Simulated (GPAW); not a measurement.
**Fe2 Cr6 Fe2 001: parallel, opposed and spinless runs**

A self-consistent run ends on one state, which hangs on the start. Several orders of Fe2 Cr6 Fe2 001 are started in GPAW and their energies compared.

Program: GPAW 26.7.0. Level of theory: PBE; plane waves with GPAW's PAW setups, scalar-relativistic. Results are calculated unless marked as measured.

Most raw output is cut from this account.

## Step 1: Set-up

The cell holds 10 atoms: 4 Fe and 6 Cr. Cell: a = 2.884 Å, b = 2.884 Å, c = 24.913 Å, α = 90.0°, β = 90.0°, γ = 90.0°. ideal sites on the substrate's mesh, layer spacings from atomic volumes, unrelaxed, 12 A of vacuum. Vacuum lies along c.

## Step 2: Run 1 (ferro ++++)

Parallel moments need no larger cell; this start tests for a ferromagnetic state only.

Input file order1.py:

```python
import json
import numpy as np
from ase import Atoms
from ase.parallel import paropen, parprint
from gpaw import GPAW

atoms = Atoms(['Fe', 'Fe', 'Cr', 'Cr', 'Cr', 'Cr', 'Cr', 'Cr', 'Fe', 'Fe'],
    cell=[[2.884, 0.0, 0.0],
         [0.0, 2.884, 0.0],
         [0.0, 0.0, 24.9126]],
    scaled_positions=[[0.0, 0.0, 0.240842],
         [0.5, 0.5, 0.297789],
         [0.0, 0.0, 0.355219],
         [0.5, 0.5, 0.413131],
         [0.0, 0.0, 0.471044],
         [0.5, 0.5, 0.528956],
         [0.0, 0.0, 0.586869],
         [0.5, 0.5, 0.644781],
         [0.0, 0.0, 0.702211],
         [0.5, 0.5, 0.759158]],
    pbc=True,
    magmoms=[2.6, 2.6, 0.0, 0.0, 0.0, 0.0, 0.0, 0.0, 2.6, 2.6])
atoms.calc = GPAW(mode={'name': 'pw', 'ecut': 450},
    xc='PBE',
    kpts={'size': (20, 20, 1), 'gamma': True},
    occupations={'name': 'fermi-dirac', 'width': 0.05},
    convergence={'density': 1e-05, 'energy': 1e-05},
    maxiter=250,
    mixer={'name': 'pulay', 'beta': 0.03, 'nmaxold': 8, 'weight': 100},
    symmetry={'tolerance': 1e-4},
    txt='order1.txt')
e = atoms.get_potential_energy(force_consistent=True)
res = {'free_energy': e, 'energy_sigma0': atoms.get_potential_energy(), 'fermi_energy': atoms.calc.get_fermi_level()}
res['moments'] = atoms.get_magnetic_moments().tolist()
res['total'] = atoms.get_magnetic_moment()
parprint('site moments (muB):', np.round(res['moments'], 3))
parprint(f"total moment: {res['total']:.3f} muB")
parprint(f'free energy: {e:.6f} eV')
atoms.calc.write('order1.gpw')
with paropen('results.json', 'w') as f:
    json.dump(res, f)
```

Command:

```console
> OMP_NUM_THREADS=1 mpirun -n 4 gpaw python order1.py > order1.log
```

Run time: 47 min. Hardware: 4 MPI ranks of Arm Neoverse N1, shared host; peak memory 1.5 GiB.

Spin moment in the augmentation sphere by atom:

```tsv
atom	spin moment in the augmentation sphere (μB)
Fe1	2.87
Fe2	1.96
Cr3	-0.76
Cr4	0.34
Cr5	-0.16
Cr6	-0.16
Cr7	0.34
Cr8	-0.76
Fe9	1.96
Fe10	2.87
```

Numbers from this step:

| Item | Value |
| --- | --- |
| magnetization | 8.585 μB |
| final state | ferrimagnetic |

After 146 cycles the largest moment stands at 2.87 μB.

## Step 3: Order 2, typed as antiferro ++--

Reversing part of the moments tests the sign of the couplings between them.

order2.py is the script of step 2 with these lines changed:

```diff
@@ -21,3 +21,3 @@
     pbc=True,
-    magmoms=[2.6, 2.6, 0.0, 0.0, 0.0, 0.0, 0.0, 0.0, 2.6, 2.6])
+    magmoms=[2.6, 2.6, 0.0, 0.0, 0.0, 0.0, 0.0, 0.0, -2.6, -2.6])
 atoms.calc = GPAW(mode={'name': 'pw', 'ecut': 450},
@@ -30,3 +30,3 @@
     symmetry={'tolerance': 1e-4},
-    txt='order1.txt')
+    txt='order2.txt')
 e = atoms.get_potential_energy(force_consistent=True)
@@ -38,3 +38,3 @@
 parprint(f'free energy: {e:.6f} eV')
-atoms.calc.write('order1.gpw')
+atoms.calc.write('order2.gpw')
 with paropen('results.json', 'w') as f:
```

Command:

```console
> OMP_NUM_THREADS=1 mpirun -n 4 gpaw python order2.py > order2.log
```

Wall time 70 min (4 MPI ranks); peak memory 1.4 GiB.

The run was cut off at its time limit.

It was cut off while still iterating. More time helps where the residual falls; where it has stalled, the mixing must change.

## Step 4: Order 3, typed as no spin polarisation

A run without seeds gives the energy of the state without moments.

nospin.py is the script of step 3 with these lines changed:

```diff
@@ -20,4 +20,3 @@
          [0.5, 0.5, 0.759158]],
-    pbc=True,
-    magmoms=[2.6, 2.6, 0.0, 0.0, 0.0, 0.0, 0.0, 0.0, -2.6, -2.6])
+    pbc=True)
 atoms.calc = GPAW(mode={'name': 'pw', 'ecut': 450},
@@ -30,11 +29,7 @@
     symmetry={'tolerance': 1e-4},
-    txt='order2.txt')
+    txt='nospin.txt')
 e = atoms.get_potential_energy(force_consistent=True)
 res = {'free_energy': e, 'energy_sigma0': atoms.get_potential_energy(), 'fermi_energy': atoms.calc.get_fermi_level()}
-res['moments'] = atoms.get_magnetic_moments().tolist()
-res['total'] = atoms.get_magnetic_moment()
-parprint('site moments (muB):', np.round(res['moments'], 3))
-parprint(f"total moment: {res['total']:.3f} muB")
 parprint(f'free energy: {e:.6f} eV')
-atoms.calc.write('order2.gpw')
+atoms.calc.write('nospin.gpw')
 with paropen('results.json', 'w') as f:
```

Command:

```console
> OMP_NUM_THREADS=1 mpirun -n 4 gpaw python nospin.py > nospin.log
```

The job ended after 9.5 min (4 MPI ranks; peak memory 1.1 GiB; 38 min of CPU time).

Read from the output:

```
final state : non-magnetic (no spin polarisation)
```

It lies 627 meV a seeded atom over the first start.

## Step 5: Ranking

These are free energies at a smearing of 0.05 eV, so its entropy term is in the differences. They are divided by the number of seeded atoms, so that cells of unlike size compare.

Orders:

```tsv
start	final state	typed order kept	energy over the lowest (meV a seeded atom)	largest site moment (μB)	net moment (μB a primitive cell)	mesh matched	CPU time (s)
ferro ++++	ferrimagnetic	yes	0	2.869	8.585	yes	11375
no spin polarisation	non-magnetic	-	626.9	0	0	yes	2283
```

## Step 6: Results

| Item | Value |
| --- | --- |
| lower run | with moments |
| largest site moment | 2.87 μB |
| next state | non-magnetic, 627 meV a seeded atom higher |
| energy gained by spin polarisation | 627 meV a seeded atom |

**Reading.** No opposed order could be compared. The parallel start holds moments up to 2.87 μB. 1 start gave no converged result and is missing from the ranking; a lower order may hide there. No antiferromagnetic order was obtained from a start of its own, but moments turned against each other within the cell by themselves.

[Logs and program files are shortened in this print: banners, set-up blocks, solver, clock and traceback lines can be left out without a mark of their own.]

[Logs are printed without paths, hosts, clocks, repeated set-up lines and the standing remarks that a program may print on its own settings, such as how far it seeks lower states.]

[Hosts, paths, dates, database ids (printed as entryN), source tags and the programs' standing remarks are cut or masked in the printed files.]

[Where a cell is said to come from a database of computed structures, the database is the Materials Project.]
